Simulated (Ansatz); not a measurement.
## Cd2Si (model cell, started as cuprite): the cell at rest: relaxation, k-mesh 4×4×4

Ansatz 0.2.0; DFT PBEsol, scalar-relativistic, plane waves, PAW.

The structure was built from a prototype and need not be the compound's stable phase.

The structure is cubic, space group Pn-3m (No. 224). The conventional cell has a = 5.894 Å, b = 5.894 Å, c = 5.894 Å, α = 90.00°, β = 90.00°, γ = 90.00°. Nearest to Si lie 4 Cd at 2.55 Å. Cd has 2 Si at 2.55 Å nearest. Farther neighbours are not listed.

The steps of the relaxation:

```
step  energy less that of the first step (eV)  largest force component (eV/Å)  pressure (GPa)  volume (Å³)
   1                                   0.0000                          0.0000           -2.71       204.71
   2                                  -0.1720                          0.0000           -0.08       186.78
   3                                  -0.1721                          0.0000            0.01       186.31
  4*                                  -0.1696                          0.0000            0.01       186.31
```

Relaxation steps marked * repeat the geometry before them on a plane-wave basis chosen anew for their cell, so energy and pressure can jump there.

The run keeps the 48 symmetry operations that it works with, so distortions that break them were not tested.

| conventional cell, symmetrised | before | after | change |
| --- | --- | --- | --- |
| a (Å) | 5.894 | 5.711 | -3.1 % |
| b (Å) | 5.894 | 5.711 | -3.1 % |
| c (Å) | 5.894 | 5.711 | -3.1 % |
| volume (Å³/atom) | 34.12 | 31.05 | -9.0 % |

The relaxed structure:

```cif
data_structure
_symmetry_space_group_name_H-M 'P 1'
_symmetry_Int_Tables_number 1
_cell_length_a 5.7114
_cell_length_b 5.7114
_cell_length_c 5.7114
_cell_angle_alpha 90.000
_cell_angle_beta 90.000
_cell_angle_gamma 90.000
_cell_volume 186.31
loop_
_atom_site_label
_atom_site_type_symbol
_atom_site_fract_x
_atom_site_fract_y
_atom_site_fract_z
_atom_site_occupancy
Si1 Si 0.00000 0.00000 0.00000 1
Si2 Si 0.50000 0.50000 0.50000 1
Cd3 Cd 0.25000 0.25000 0.25000 1
Cd4 Cd 0.75000 0.75000 0.25000 1
Cd5 Cd 0.75000 0.25000 0.75000 1
Cd6 Cd 0.25000 0.75000 0.75000 1
```

Numbers from this step:

| Item | Value |
| --- | --- |
| pressure | 0.01215 GPa |
| gap on the k-mesh | 0.5889 eV |
| volume per atom | 31.05 Å³ |
| direct gap on mesh | 0.7586 eV |

What was run to get this?

The system, level and task follow from the heading and the kind of results. Meshes, cutoffs and thresholds can't be read from the results; these are the ones that the run used.

input.yaml

```yaml
crystal:
  lattice:
    - [5.89359, 0.0, 0.0]
    - [0.0, 5.89359, 0.0]
    - [0.0, 0.0, 5.89359]
  atoms:
    - { symbol: Si, position: [0.0, 0.0, 0.0] }
    - { symbol: Si, position: [0.5, 0.5, 0.5] }
    - { symbol: Cd, position: [0.25, 0.25, 0.25] }
    - { symbol: Cd, position: [0.75, 0.75, 0.25] }
    - { symbol: Cd, position: [0.75, 0.25, 0.75] }
    - { symbol: Cd, position: [0.25, 0.75, 0.75] }
kpoints:
  mp_grid: { grid: [4, 4, 4] }
hamiltonian:
  xc: pbesol
scf:
  occupations: { method: gaussian, width: 0.02 }
output:
  forces: true
  stress: true
  eigenvalues: true
relax:
  adjacent_minimum: "off"
  f_tol: 0.005
  max_steps: 80
  cell: { stress_tol: 0.05 }
```

Run with:

```console
> ansatz run input.yaml --threads 8 --pin off --max-ram 14336MiB --backend cpu --events-out ev --progress --plain --runs-dir out
```

[Logs are printed without paths, hosts, clocks, repeated set-up lines and the standing remarks that a program may print on its own settings, such as how far it seeks lower states.]

[Hosts, paths, dates, database ids (printed as entryN), source tags and the programs' standing remarks are cut or masked in the printed files.]
